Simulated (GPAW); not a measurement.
# YSi2 (P6/mmm): the Si K absorption edge

What does one-electron theory with a core hole give for the Si K edge of YSi2 (P6/mmm)?

Main program and level: GPAW 26.7.0; X-ray absorption from dipole matrix elements to empty bands, plane-wave PAW LDA.

**1. Starting point**

The structure is hexagonal, space group P6/mmm (No. 191). The conventional cell has a = 3.850 Å, b = 3.850 Å, c = 4.140 Å, α = 90.00°, β = 90.00°, γ = 120.00°. Nearest to Y lie 12 Si at 3.04 Å. Nearest to Si lie 3 Si at 2.22 Å and 6 Y at 3.04 Å. Farther neighbours are not listed.

Coordinates:

```cif
data_structure
_symmetry_space_group_name_H-M 'P6/mmm'
_symmetry_Int_Tables_number 191
_cell_length_a 3.8500
_cell_length_b 3.8500
_cell_length_c 4.1400
_cell_angle_alpha 90.000
_cell_angle_beta 90.000
_cell_angle_gamma 120.000
_cell_volume 53.14
loop_
_atom_site_label
_atom_site_type_symbol
_atom_site_symmetry_multiplicity
_atom_site_Wyckoff_symbol
_atom_site_fract_x
_atom_site_fract_y
_atom_site_fract_z
_atom_site_occupancy
Y1 Y 1 a 0.00000 0.00000 0.00000 1
Si1 Si 2 d 0.66667 0.33333 0.50000 1
```

**2. The field without a hole**

A plain self-consistent run shows whether there is a gap, which decides the set-up of the core-hole run.

Input file scf.py:

```python
import numpy as np
from ase import Atoms
from ase.parallel import parprint, paropen
from gpaw import GPAW, PW, FermiDirac, Mixer, MixerDif, setup_paths
from gpaw.test import gen
setup_paths.insert(0, '.')
gen('Si', name='nch1s', xcname='LDA', corehole=(1, 0, 0), write_xml=True)
from gpaw.mpi import world
world.barrier()

atoms = Atoms('YSi2',
    cell=[[3.85, 0, 0],
     [-1.925, 3.3341978, 0],
     [0, 0, 4.14]],
    scaled_positions=[[0, 0, 0],
     [0.66666667, 0.33333333, 0.5],
     [0.33333333, 0.66666667, 0.5]],
    pbc=True)
atoms.calc = calc = GPAW(legacy_gpaw=True, mode=PW(430, force_complex_dtype=True), xc='LDA', setups={1: 'nch1s'},
    kpts={'size': (7, 7, 6), 'gamma': True}, occupations=FermiDirac(0.05),
    charge=0, mixer=Mixer(0.1, 5, 50), maxiter=150,
    convergence={'density': 0.0001, 'eigenstates': 1e-6}, txt='scf.txt')
energy = atoms.get_potential_energy() + calc.get_reference_energy()
ef = calc.get_fermi_level()
out = dict(energy=energy, fermi=ef, forces=atoms.get_forces().tolist())
parprint(f'all-electron energy {energy:.4f} eV, Fermi level {ef:.4f} eV')
ev = np.array([[calc.get_eigenvalues(k, s) for k in range(len(calc.get_ibz_k_points()))] for s in range(calc.get_number_of_spins())])
out['homo'], out['lumo'], out['counts'] = ev[ev < ef].max(), ev[ev > ef].min(), sorted(set((ev < ef).sum((0, 2)).tolist()))
out['filled'] = (ev[:, 0] < ef).sum(1).tolist()
import json
with paropen('out.json', 'w') as f:
    json.dump(out, f)
```

On the command line:

```sh
$ OMP_NUM_THREADS=1 mpirun -n 4 gpaw python scf.py
```

Numbers of over 12 decimals in the logs are rounded to 6 here.

The log of the run:

```text
Input parameters:
  convergence: {density: 0.0001,
                eigenstates: 1e-06}
  kpts: {gamma: True,
         size: (7, 7, 6)}
  maxiter: 150
  mixer: {backend: pulay,
          beta: 0.1,
          method: separate,
          nmaxold: 5,
          weight: 50}
  mode: {ecut: 430.0,
         force_complex_dtype: True,
         name: pw}
  occupations: {fixmagmom: False,
                name: fermi-dirac,
                width: 0.05}
  setups: {1: nch1s}

Initialize ...

[... PAW data sets ...]

Reference energy: -107705.312797  # eV

Spin-paired calculation

[... convergence settings ...]
Symmetries present (total): 4
  [... symmetry matrices ...]

294 k-points: 7 x 7 x 6 Monkhorst-Pack grid + [0.000000,0.000000,1/12]
64 k-points in the irreducible part of the Brillouin zone
       k-points in crystal coordinates                weights
   0:     0.00000000    0.00000000    0.00000000          1/294
   1:     0.00000000    0.00000000    0.16666667          2/294
   2:     0.00000000    0.00000000    0.33333333          2/294
   3:     0.00000000    0.00000000    0.50000000          1/294
   4:     0.00000000    0.14285714    0.00000000          2/294
   5:     0.00000000    0.14285714    0.16666667          4/294
   6:     0.00000000    0.14285714    0.33333333          4/294
   7:     0.00000000    0.14285714    0.50000000          2/294
   8:     0.00000000    0.28571429    0.00000000          2/294
   9:     0.00000000    0.28571429    0.16666667          4/294
          ...
  63:     0.42857143    0.42857143    0.50000000          4/294

Wave functions: Plane wave expansion
  Cutoff energy: 430.000 eV
  Number of coefficients (min, max): 1056, 1105
  Pulay-stress correction: 0.000000 eV/Ang^3 (de/decut=0.000000)
  Using FFTW library
  Wavefunction extrapolation:
    Improved wavefunction reuse through dual PAW basis

Occupation numbers: Fermi-Dirac:
  width: 0.0500  # eV

Eigensolver
   Davidson(niter=2)

Densities:
  Coarse grid: 20*20*20 grid
  Fine grid: 40*40*40 grid
  Total Charge: 0.000000

Density mixing:
  Method: separate
  Backend: pulay
  Linear mixing parameter: 0.1
  old densities: 5
  Width of damping distribution: 1.1
  Damping of long wavelength oscillations: 50

[... Hamiltonian set-up ...]
Number of atoms: 3
Number of atomic orbitals: 21
Number of bands in calculation: 16
Number of valence electrons: 19
Bands to converge: occupied

... initialized

Initializing position-dependent things.

Density initialized from atomic densities
Creating initial wave functions:
  16 bands from LCAO basis set

         Si  Si

       Y

Atomic positions and initial magnetic moments

Positions:
   0 Y      0.000000    0.000000    0.000000    ( 0.0000,  0.0000,  0.0000)
   1 Si     1.925000    1.111399    2.070000    ( 0.0000,  0.0000,  0.0000)
   2 Si    -0.000000    2.222799    2.070000    ( 0.0000,  0.0000,  0.0000)

Unit cell:
           periodic     x           y           z      points  spacing
  1. axis:    yes    3.850000    0.000000    0.000000    20     0.1667
  2. axis:    yes   -1.925000    3.334198    0.000000    20     0.1667
  3. axis:    yes    0.000000    0.000000    4.140000    20     0.2070

  Lengths:   3.850000   3.850000   4.140000
  Angles:   90.000000  90.000000 120.000000

Effective grid spacing dv^(1/3) = 0.1880

iter:   1   -19.003861
iter:   2   -18.917871   -1.33  -1.20
iter:   3   -18.780894   -1.53  -1.26
iter:   4   -18.839702   -2.17  -1.51
iter:   5   -18.799304   -1.91  -1.44
iter:   6   -18.800389   -2.81  -2.37
iter:   7   -18.798979c  -3.53  -2.64
iter:   8   -18.798791c  -4.66  -2.92
iter:   9   -18.798834c  -4.96  -3.36
iter:  10   -18.798775c  -5.34  -3.38
iter:  11   -18.798776c  -6.82c -4.28c

Converged after 11 iterations.

Dipole moment: (0.000000, -0.000000, -0.000000) |e|*Ang

Energy contributions relative to reference atoms: (reference = -107705.312797)

Kinetic:        +25.422108
Potential:      -18.457572
External:        +0.000000
XC:             -25.525646
Entropy (-ST):   -0.012340
Local:           -0.231497
SIC:             +0.000000
--------------------------
Free energy:    -18.804946
Extrapolated:   -18.798776

Showing only first 2 kpts
 Kpt  Band  Eigenvalues  Occupancy
  0     7      6.21054    2.00000
  0     8      7.32762    2.00000
  0     9      9.30190    1.93004
  0    10     10.50878    0.00000

  1     7      6.09873    2.00000
  1     8      8.65567    2.00000
  1     9      9.47620    0.91590
  1    10      9.55734    0.28581

Fermi level: 9.46777

No gap
No difference between direct/indirect transitions

Forces in eV/Ang:
  0 Y     0.00000   -0.00000    0.00000
  1 Si    0.00000   -0.00001    0.00000
  2 Si    0.00000    0.00001    0.00000
Scalar-relativistic atomic LDA calculation for Si (Silicon, Z=14)
Core hole in 1s state (1s occupation: 2.0)
450 radial gridpoints.
|------------------------------------------------|
|------------------------------------------------|
[... the atom generator's iteration count ...]

Energy contributions:
-------------------------
Kinetic:     +289.200818
XC:           -19.595459
Potential:   -558.407745
-------------------------
Total:       -288.802385

state      eigenvalue         ekin         rmax
-----------------------------------------------
1s^2.0 :   -65.348349    92.179850        0.073
2s^2.0 :    -5.098251    13.047377        0.456
2p^6.0 :    -3.513548    12.237934        0.387
3s^2.0 :    -0.399754     1.628943        1.773
3p^2.0 :    -0.152955     1.030438        2.146
-----------------------------------------------
(units: Bohr and Hartree)

Generating PAW setup
Kinetic energy of the core from tauc = 284.492433
Cutoffs:
rc(s)=2.000
rc(p)=2.000
rc(d)=2.000
rc(vbar)=1.800
rc(comp)=2.000
rc(nct)=2.000

Kinetic energy of the core states: 283.882055
Charge: 0.0
Core electrons: 10.0
Valence electrons: 4.0
Pseudo-core charge: 0.185992
Shape function alpha=2.500
Pseudo-electron charge 4.425116
state    eigenvalue         norm
--------------------------------
3s(2) :    -0.399754     1.114161
*s    :     0.600246
3p(2) :    -0.152955     1.005401
*p    :     0.847045
*d    :     0.000000
--------------------------------

Diagonalizing with gridspacing h=0.050

state   all-electron     PAW
-------------------------------
3s:      -0.399754    -0.399911
3p:      -0.152955    -0.153089
*d:                    0.032715
*f:                    0.069217
-------------------------------
all-electron energy -107724.1116 eV, Fermi level 9.4678 eV
```

The job ended after 6.8 s (4 MPI ranks of Arm Neoverse V1, shared host; peak memory 0.17 GiB).

The mesh shows no gap, so the system is treated as a metal and the core electron is put at the Fermi level (neutral cell).

**3. Spectrum without a core hole, Si atom 2**

This cheap baseline ignores the attraction of the hole: it shows the absorber's empty states as they are in the ground state. The data set with a hole of occupation 0 only carries the core orbital.

The absorber has 3 Si at 2.22 Å (trigonal planar, site symmetry -6m2).

Input file xas.py:

```python
import numpy as np
from ase import Atoms
from ase.parallel import parprint, paropen
from gpaw import GPAW, PW, FermiDirac, Mixer, MixerDif, setup_paths
from gpaw.test import gen
setup_paths.insert(0, '.')
gen('Si', name='nch1s', xcname='LDA', corehole=(1, 0, 0), write_xml=True)
from gpaw.mpi import world
world.barrier()

atoms = Atoms('YSi2',
    cell=[[3.85, 0, 0],
     [-1.925, 3.3341978, 0],
     [0, 0, 4.14]],
    scaled_positions=[[0, 0, 0],
     [0.66666667, 0.33333333, 0.5],
     [0.33333333, 0.66666667, 0.5]],
    pbc=True)
atoms.calc = calc = GPAW(legacy_gpaw=True, mode=PW(430, force_complex_dtype=True), xc='LDA', setups={1: 'nch1s'},
    kpts={'size': (10, 10, 8), 'gamma': True}, occupations=FermiDirac(0.1),
    charge=0, mixer=Mixer(0.1, 5, 50), maxiter=150,
    convergence={'density': 0.0001, 'eigenstates': 1e-6}, txt='scf.txt')
energy = atoms.get_potential_energy() + calc.get_reference_energy()
ef = calc.get_fermi_level()
out = dict(energy=energy, fermi=ef, forces=atoms.get_forces().tolist())
parprint(f'all-electron energy {energy:.4f} eV, Fermi level {ef:.4f} eV')
ev = np.array([[calc.get_eigenvalues(k, s) for k in range(len(calc.get_ibz_k_points()))] for s in range(calc.get_number_of_spins())])
out['homo'], out['lumo'], out['counts'] = ev[ev < ef].max(), ev[ev > ef].min(), sorted(set((ev < ef).sum((0, 2)).tolist()))
out['filled'] = (ev[:, 0] < ef).sum(1).tolist()

from ase.units import Ha
from gpaw.xas import dipole_matrix_elements
nb = int(calc.get_number_of_electrons() / 2) + 40
top = nb
nscf = calc.fixed_density(kpts={'size': (8, 8, 7), 'gamma': True},
    convergence={'eigenstates': 1.0}, txt='nscf.txt')
nscf.diagonalize_full_hamiltonian(nbands=nb)
cell = atoms.cell.array
ops = [cell.T @ U.T @ np.linalg.inv(cell.T) for U in nscf.wfs.kd.symmetry.op_scc]
E = np.arange(-25, 34, 0.1)
fwhm = np.interp(E, [4, 25], [0.9, 3.5])
Y, X, zero, highest = 0, 0, 1e9, 1e9
for spin in range(nscf.get_number_of_spins()):
    wfs = nscf.wfs
    mine = wfs.bd.get_slice()  # this rank's bands
    A = dipole_matrix_elements(wfs.setups[1])
    eps = np.zeros((wfs.kd.nibzkpts, nb))
    d = np.zeros((3, A.shape[1], wfs.kd.nibzkpts, nb), complex)
    for kpt in wfs.kpt_u:
        if kpt.s == spin and 1 in kpt.P_ani:
            eps[kpt.k, mine] = kpt.eps_n * Ha
            d[:, :, kpt.k, mine] = (kpt.weight * wfs.nspins / 2) ** 0.5 * np.inner(A, kpt.P_ani[1])
    world.sum(eps)
    world.sum(d)
    T = np.einsum('amkn,bmkn->abkn', d, d.conj()).real
    T = sum(np.einsum('ai,ijkn,bj->abkn', R, T, R) for R in ops) / len(ops)
    empty = eps > ef
    zero, highest = min(zero, eps[empty].min()), min(highest, eps[:, top - 1].min())
    lines = [(eps, T, empty)] if spin == 0 else lines + [(eps, T, empty)]
for eps, T, empty in lines:
    f = np.einsum('aakn->akn', T).reshape(3, -1)
    x = eps.ravel() - zero
    w = np.interp(x, E, fwhm) / 2.35482
    g = np.exp(-0.5 * ((E[:, None] - x) / w) ** 2) / (w * (2 * np.pi) ** 0.5)
    Y = Y + (f * empty.ravel()) @ g.T
    X = X + (f * ~empty.ravel()) @ g.T
out.update(E=E.round(2).tolist(), xas=Y.tolist(), xes=X.tolist(), zero=zero, valid=highest - zero, nk=len(eps), nb=nb)
for i in range(0, len(E), 10):
    parprint(f'{E[i]:7.2f}', *(f'{v:10.3e}' for v in Y[:, i]))
import json
with paropen('out.json', 'w') as f:
    json.dump(out, f)
```

On the command line:

```sh
$ OMP_NUM_THREADS=1 mpirun -n 4 gpaw python xas.py
```

The log of the run:

```text
Input parameters:
  convergence: {density: 0.0001,
                eigenstates: 1e-06}
  kpts: {gamma: True,
         size: (10, 10, 8)}
  maxiter: 150
  mixer: {backend: pulay,
          beta: 0.1,
          method: separate,
          nmaxold: 5,
          weight: 50}
  mode: {ecut: 430.0,
         force_complex_dtype: True,
         name: pw}
  occupations: {fixmagmom: False,
                name: fermi-dirac,
[...]
*p    :     0.847045
*d    :     0.000000
--------------------------------

Diagonalizing with gridspacing h=0.050

state   all-electron     PAW
-------------------------------
3s:      -0.399754    -0.399911
3p:      -0.152955    -0.153089
*d:                    0.032715
*f:                    0.069217
-------------------------------
all-electron energy -107724.0991 eV, Fermi level 9.3245 eV
[...]
32.00  4.326e-06  4.326e-06  4.213e-06
  33.00  3.966e-06  3.966e-06  3.850e-06
[key lines of the parts left out:]
Converged after 11 iterations.
Dipole moment: (0.000000, -0.000000, -0.000000) |e|*Ang
Free energy:    -18.814507
Fermi level: 9.32447
```

It took 91 s on 4 MPI ranks; peak memory 0.34 GiB; 6.1 min of CPU time.

The Si K spectrum, Si atom 2, no core hole (energy from the lowest empty level; intensity scaled to a mean of 1 over the first 20 eV; polarised curves are means over the symmetry-equivalent atoms):

```tsv
E (eV)	isotropic	ε ⊥ c	ε ∥ c
-2.0	0.00	0.00	0.00
-1.5	0.00	0.00	0.00
-1.0	0.00	0.00	0.00
-0.5	0.08	0.08	0.08
0.0	0.38	0.42	0.32
0.5	0.58	0.64	0.47
1.0	0.55	0.59	0.47
1.5	0.64	0.74	0.45
2.0	0.71	0.84	0.46
2.5	0.68	0.76	0.52
3.0	0.68	0.78	0.49
3.5	0.87	1.03	0.56
4.0	1.02	1.16	0.75
4.5	1.04	0.93	1.26
5.0	1.07	0.75	1.72
5.5	1.13	0.82	1.75
6.0	1.29	1.12	1.62
6.5	1.44	1.39	1.53
7.0	1.38	1.29	1.58
7.5	1.30	1.09	1.74
8.0	1.28	1.02	1.79
8.5	1.19	0.96	1.65
9.0	1.11	0.93	1.49
9.5	1.14	1.00	1.43
10.0	1.21	1.12	1.40
10.5	1.24	1.18	1.36
11.0	1.20	1.22	1.18
11.5	1.16	1.29	0.91
12.0	1.17	1.39	0.72
12.5	1.18	1.43	0.67
13.0	1.13	1.34	0.69
13.5	1.02	1.17	0.74
14.0	0.93	1.01	0.78
14.5	0.90	0.95	0.81
15.0	0.93	0.99	0.81
15.5	0.97	1.06	0.78
16.0	0.98	1.10	0.75
16.5	0.96	1.08	0.73
17.0	0.92	1.01	0.74
17.5	0.88	0.94	0.76
18.0	0.86	0.90	0.78
18.5	0.85	0.87	0.80
19.0	0.84	0.85	0.82
19.5	0.83	0.83	0.84
20.0	0.82	0.80	0.86
20.5	0.82	0.78	0.89
21.0	0.83	0.77	0.94
21.5	0.86	0.78	1.01
22.0	0.91	0.82	1.09
22.5	0.97	0.89	1.14
23.0	1.05	0.99	1.17
23.5	1.13	1.11	1.17
24.0	1.22	1.26	1.15
24.5	1.30	1.40	1.10
25.0	1.36	1.52	1.05
25.5	1.40	1.59	1.01
26.0	1.40	1.61	0.97
26.5	1.37	1.58	0.94
27.0	1.32	1.51	0.93
27.5	1.26	1.42	0.93
28.0	1.20	1.33	0.94
28.5	1.14	1.24	0.95
29.0	1.08	1.15	0.95
29.5	1.02	1.06	0.94
30.0	0.96	0.98	0.92
30.5	0.90	0.90	0.88
31.0	0.84	0.85	0.84
31.5	0.80	0.80	0.79
32.0	0.77	0.77	0.75
```

Main maxima below 24 eV (height): 0.5 eV (0.58), 2.1 eV (0.71), 6.6 eV (1.44), 10.5 eV (1.24) and 16.0 eV (0.98). A K edge sees empty p states on the absorber.

The same matrix elements for filled bands give the Si K emission of Si atom 2 (ground-state approximation; energy from the lowest empty level, largest value 1):

```tsv
E (eV)	emission
-24.00	0.00
-23.25	0.00
-22.50	0.01
-21.75	0.00
-21.00	0.00
-20.25	0.00
-19.50	0.00
-18.75	0.00
-18.00	0.00
-17.25	0.00
-16.50	0.00
-15.75	0.00
-15.00	0.00
-14.25	0.00
-13.50	0.00
-12.75	0.00
-12.00	0.02
-11.25	0.05
-10.50	0.08
-9.75	0.05
-9.00	0.11
-8.25	0.20
-7.50	0.15
-6.75	0.17
-6.00	0.38
-5.25	0.75
-4.50	0.90
-3.75	0.99
-3.00	0.68
-2.25	0.30
-1.50	0.24
-0.75	0.24
0.00	0.20
0.75	0.01
1.50	0.00
2.25	0.00
3.00	0.00
```

Emission maxima: -3.8 eV (1.00) and -0.4 eV (0.28).

**4. Reference energy of the supercell**

The photon energy needs a difference of total energies, so the cell and mesh of the coming hole run are first run without a hole.

Edit scf.py of step 2 so:

```diff
@@ -10,12 +10,27 @@
 
-atoms = Atoms('YSi2',
-    cell=[[3.85, 0, 0],
-     [-1.925, 3.3341978, 0],
-     [0, 0, 4.14]],
+atoms = Atoms('Y6Si12',
+    cell=[[5.775, -3.3341978, 0],
+     [-5.775, -3.3341978, 0],
+     [0, 0, -8.28]],
     scaled_positions=[[0, 0, 0],
+     [0.66666667, 0.33333333, 0],
+     [0, 0, 0.5],
+     [0.33333333, 0.66666667, 0],
      [0.66666667, 0.33333333, 0.5],
-     [0.33333333, 0.66666667, 0.5]],
+     [0.33333333, 0.66666667, 0.5],
+     [0, 0.66666667, 0.75],
+     [0.66666667, 0, 0.75],
+     [0, 0.66666667, 0.25],
+     [0.33333333, 0.33333333, 0.75],
+     [0.66666667, 0, 0.25],
+     [0.33333333, 0.33333333, 0.25],
+     [0.66666667, 0.66666667, 0.75],
+     [0.33333333, 0, 0.75],
+     [0.66666667, 0.66666667, 0.25],
+     [0, 0.33333333, 0.75],
+     [0.33333333, 0, 0.25],
+     [0, 0.33333333, 0.25]],
     pbc=True)
-atoms.calc = calc = GPAW(legacy_gpaw=True, mode=PW(430, force_complex_dtype=True), xc='LDA', setups={1: 'nch1s'},
-    kpts={'size': (7, 7, 6), 'gamma': True}, occupations=FermiDirac(0.05),
+atoms.calc = calc = GPAW(legacy_gpaw=True, mode=PW(430, force_complex_dtype=True), xc='LDA', setups={6: 'nch1s'},
+    kpts={'size': (4, 4, 3), 'gamma': True}, occupations=FermiDirac(0.1),
     charge=0, mixer=Mixer(0.1, 5, 50), maxiter=150,
```

On the command line:

```sh
$ OMP_NUM_THREADS=1 mpirun -n 4 gpaw python scf.py
```

The log of the run:

```text
Input parameters:
  convergence: {density: 0.0001,
                eigenstates: 1e-06}
  kpts: {gamma: True,
         size: (4, 4, 3)}
  maxiter: 150
  mixer: {backend: pulay,
          beta: 0.1,
          method: separate,
          nmaxold: 5,
          weight: 50}
  mode: {ecut: 430.0,
         force_complex_dtype: True,
         name: pw}
  occupations: {fixmagmom: False,
                name: fermi-dirac,
[...]
3s(2) :    -0.399754     1.114161
*s    :     0.600246
3p(2) :    -0.152955     1.005401
*p    :     0.847045
*d    :     0.000000
--------------------------------

Diagonalizing with gridspacing h=0.050

state   all-electron     PAW
-------------------------------
3s:      -0.399754    -0.399911
3p:      -0.152955    -0.153089
*d:                    0.032715
*f:                    0.069217
-------------------------------
all-electron energy -646344.6636 eV, Fermi level 9.3114 eV
[key lines of the parts left out:]
Converged after 13 iterations.
Dipole moment: (-0.000000, -0.000000, -0.000000) |e|*Ang
Free energy:   -112.929944
Fermi level: 9.31137
```

It took 82 s on 4 MPI ranks; peak memory 0.38 GiB; 5.4 min of CPU time.

Reference energy: -646344.664 eV with the cores included.

(Part 1 of 3 ends here.)

[Banner, clock and machine lines of the logs are left out without a mark of their own.]

[Logs are printed without paths, hosts, clocks, repeated set-up lines and the standing remarks that a program may print on its own settings, such as how far it seeks lower states.]

[Hosts, paths, dates, database ids (printed as entryN), source tags and the programs' standing remarks are cut or masked in the printed files.]

[Lists of maxima count a maximum above −3 eV only where it reaches 4 % of the highest in the window and stands out from its surroundings by 2 % of it (1.5 % where it reaches 55 %); shoulders and weaker maxima are passed over, and of the rest the first, up to two pre-edge ones and the few strongest are named.]
